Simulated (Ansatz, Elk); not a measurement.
# How far do independent atoms describe AgRuS2?

Structure refinements treat a crystal as free atoms side by side. For a made-up structure of AgRuS2 (cell and positions from a PBE relaxation) the runs below show what the calculated density changes in F(hkl).

Main program and level: Elk 11.2.3 (patched build); DFT, PBE, all-electron APW+lo, Dirac cores, scalar-relativistic bands, static density, no spin.

This account leaves out most program logs.

The structure was built from a prototype and need not be the compound's stable phase.

## 1. Set-up

The structure is hexagonal, space group P6_3/mmc (No. 194). Conventional cell: a = 3.517 Å, b = 3.517 Å, c = 14.557 Å, α = 90.00°, β = 90.00°, γ = 120.00°. Nearest to Ag lie 2 S at 2.40 Å. Ru has 6 S at 2.38 Å nearest. S has 3 Ru at 2.38 Å and 1 Ag at 2.40 Å nearest. Farther neighbours and most contacts between anions are not listed.

## 2. Ground state and structure factors

An all-electron density is needed, since X-rays see the cores too. Task 0 finds the density and task 195 Fourier-transforms it; tshift is off so that phases refer to the origin typed.

elk.in reads:

```
tasks
  0
  195

xctype
  20

spinpol
  .false.

rgkmax
  7.0

gmaxvr
  14.0

lmaxo
  7

lmaxapw
  8

swidth
  0.002

tshift
  .false.

ramdisk
  .false.

hmaxvr
  5.5

maxscl
  120

epspot
  1e-06

sppath
  './'

avec
  6.64630469581 0.00000000000 0.00000000000
  -3.32315234790 5.75586870786 0.00000000000
  0.00000000000 0.00000000000 27.50869808588

atoms
  3
  'Ag.in'
  2
  0.3333333333 0.6666666667 0.2500000000   0.000000 0.000000 0.000000
  0.6666666667 0.3333333333 0.7500000000   0.000000 0.000000 0.000000
  'Ru.in'
  2
  0.0000000000 0.0000000000 0.0000000000   0.000000 0.000000 0.000000
  0.0000000000 -0.0000000000 0.5000000000   0.000000 0.000000 0.000000
  'S.in'
  4
  0.3333333333 0.6666666667 0.0852432867   0.000000 0.000000 0.000000
  0.6666666667 0.3333333333 0.5852432867   0.000000 0.000000 0.000000
  0.6666666667 0.3333333333 0.9147567133   0.000000 0.000000 0.000000
  0.3333333333 0.6666666667 0.4147567133   0.000000 0.000000 0.000000

ngridk
  7 7 2
```

The run is started by

```
OMP_NUM_THREADS=4 elk
```

The job ended after 29 s (4 threads of AMD EPYC 9R45 (Zen 5), shared host; peak memory 0.32 GiB).

SFACRHO.OUT:

```text

h k l indices transformed by vhmat matrix:
   1.000000000       0.000000000       0.000000000    
   0.000000000       1.000000000       0.000000000    
   0.000000000       0.000000000       1.000000000    

      h      k      l  multipl.   |H|            Re(F)            Im(F)           |F|

      0      0      0      1   0.0000000       246.00000      0.17420143E-15   246.00000    
      0      0     -1      2  0.22840722      0.32859725E-13 -0.12778782E-13  0.35257039E-13
      0      0     -2      2  0.45681444       22.910339      0.49289587E-13   22.910339    
      0      0      3      2  0.68522167     -0.47635192E-13  0.62068369E-13  0.78240616E-13
      0      0      4      2  0.91362889       132.50747     -0.79411002E-13   132.50747    
      0      1      0      6   1.0916137       9.4640812     -0.19168173E-13   9.4640812    
     -1      1      1      6   1.1152535      -90.683471     -0.91277014E-14   90.683471    
      0     -1     -1      6   1.1152535       90.683471     -0.57504519E-13   90.683471    
      0      0      5      2   1.1420361      0.41987426E-13  0.73021611E-13  0.84232415E-13
     -1      0     -2      6   1.1833427       100.41929      0.23732024E-13   100.41929    
      1      0     -2      6   1.1833427       100.41929      0.53796390E-13   100.41929    
     -1      1     -3      6   1.2888558      -27.108315     -0.12596228E-12   27.108315    
     -1      0     -3      6   1.2888558       27.108315     -0.93102554E-13   27.108315    
      0      0      6      2   1.3704433      -50.093552     -0.12379445E-12   50.093552    
     -1      1      4      6   1.4234951       42.661216     -0.79068713E-13   42.661216    
     -1      0      4      6   1.4234951       42.661216     -0.11409627E-12   42.661216    
     -1      0     -5      6   1.5798313      -77.764161     -0.18255403E-14   77.764161    
      1     -1      5      6   1.5798313       77.764161     -0.63893910E-13   77.764161
```

Elk indexes on the primitive cell of elk.in and gives |H| = 4π sin θ/λ in inverse bohr. Below, one row stands for each form hkl of the conventional cell (m members, Friedel mates merged), F is for one primitive cell and the density is static (no thermal factor). Free-atom factors are Waasmaier and Kirfel's, and R is Σm||F|−|F'||/Σm|F|.

```
hkl   m  sin θ/λ (Å⁻¹)  abs F, DFT  neutral atoms   diff.
001   2          0.034       0.000          0.000  +0.000
002   2          0.069      22.910         22.610  +0.300
003   2          0.103       0.000          0.000  +0.000
004   2          0.137     132.507        133.067  -0.560
100   6          0.164       9.464          9.686  -0.222
101  12          0.168      90.683         90.733  -0.049
005   2          0.172       0.000          0.000  +0.000
102  12          0.178     100.419        100.941  -0.522
103  12          0.194      27.108         27.694  -0.585
006   2          0.206      50.094         49.769  +0.324
104  12          0.214      42.661         42.912  -0.251
105  12          0.238      77.764         77.991  -0.227
007   2          0.240       0.000          0.000  +0.000
106  12          0.264     116.515        117.007  -0.492
```

## 3. The highest occupied states alone

An energy window below the Fermi level keeps the highest occupied states, to see at which angles they scatter; shallow core shells can lie inside it and anion s states outside. No new self-consistency is needed.

Edit elk.in of step 2 so:

```diff
@@ -1,3 +1,2 @@
 tasks
-  0
   195
@@ -40,2 +39,5 @@
 
+wsfac
+  -0.227910 0.513080
+
 sppath
```

The run is started by

```
OMP_NUM_THREADS=4 elk
```

It took 9.4 s on 4 threads; peak memory 0.23 GiB; 12 s of CPU time.

States within 12 eV below the Fermi level hold 54.00 electrons; any levels below the window count with the cores. Their amplitudes can exceed the total, where window and core parts have opposite phase:

```
hkl  sin θ/λ (Å⁻¹)  abs F, window  abs F, all
001          0.034          0.000       0.000
002          0.069          0.511      22.910
003          0.103          0.000       0.000
004          0.137         18.373     132.507
100          0.164          2.393       9.464
101          0.168         13.557      90.683
005          0.172          0.000       0.000
102          0.178         10.789     100.419
103          0.194          4.906      27.108
006          0.206          9.019      50.094
```

## 4. Another functional

The difference from free atoms is small, so it is set against the change that LDA (Perdew-Wang) makes.

Edit elk.in of step 3 so:

```diff
@@ -1,2 +1,3 @@
 tasks
+  0
   195
@@ -4,3 +5,3 @@
 xctype
-  20
+  3
 
@@ -39,5 +40,2 @@
 
-wsfac
-  -0.227910 0.513080
-
 sppath
```

The run is started by

```
OMP_NUM_THREADS=4 elk
```

Elapsed: 18 s, on 4 threads; peak memory 0.25 GiB; 49 s of CPU time.

Against the first run R = 0.05 %; the largest change is -0.080 at 008.

## 5. A coarser k-mesh

About half the k-points along each axis test the sampling.

Edit elk.in of step 4 so:

```diff
@@ -5,3 +5,3 @@
 xctype
-  3
+  20
 
@@ -66,2 +66,2 @@
 ngridk
-  7 7 2
+  4 4 1
```

The run is started by

```
OMP_NUM_THREADS=4 elk
```

Elapsed: 18 s, on 4 threads; peak memory 0.31 GiB; 35 s of CPU time.

Against the first run R = 0.01 %; the largest change is +0.024 at 004.

## 6. Settings against the effect

```
              run  R against the first run (%)  R against neutral atoms, low angle (%)  wall time
    PBE, rgkmax 7                         0.00                                    0.46       29 s
LDA (Perdew-Wang)                         0.05                                    0.48       18 s
     k-mesh 4×4×1                         0.01                                    0.47       18 s
```

## 7. What came out

```yaml
r_against_neutral_atoms_sin_theta_lambda_0p3_a_minus1: 0.46 %
r_against_neutral_atoms_0p3_to_0p72_a_minus1: 0.36 %
```

**Reading.** Independent neutral atoms miss the calculated amplitudes by R = 0.46 % below 0.3 Å⁻¹ and 0.36 % from there to 0.72 Å⁻¹; by shells, 0.55 % below 0.15 Å⁻¹ (2 forms), 0.46 % 0.15 to 0.3 (12 forms), 0.41 % 0.3 to 0.45 (24 forms), 0.35 % above 0.45 (85 forms). Bonding, aspherical density and the tables' own atoms all enter these figures, and the runs don't part them. The largest change of an amplitude is -0.62 electrons, at 008. The window's part falls from 54.0 electrons at the origin to at most 1.22 between 0.45 and 0.72 Å⁻¹, where compact states inside the window still scatter. Below 0.3 Å⁻¹ the changes that finished (LDA (Perdew-Wang) and k-mesh 4×4×1) move F by R = 0.04 % at most, against the 0.46 % that separates it from free atoms. The basis has no finished test. These runs have no spin, though d or f shells may be open. Part of the difference isn't bonding: the tables are fits to free atoms and ions calculated by other methods than this functional. Thermal motion, anomalous dispersion and extinction are left out.

[Logs are printed without paths, hosts, clocks, repeated set-up lines and the standing remarks that a program may print on its own settings, such as how far it seeks lower states.]

[Hosts, paths, dates, database ids (printed as entryN), source tags and the programs' standing remarks are cut or masked in the printed files.]
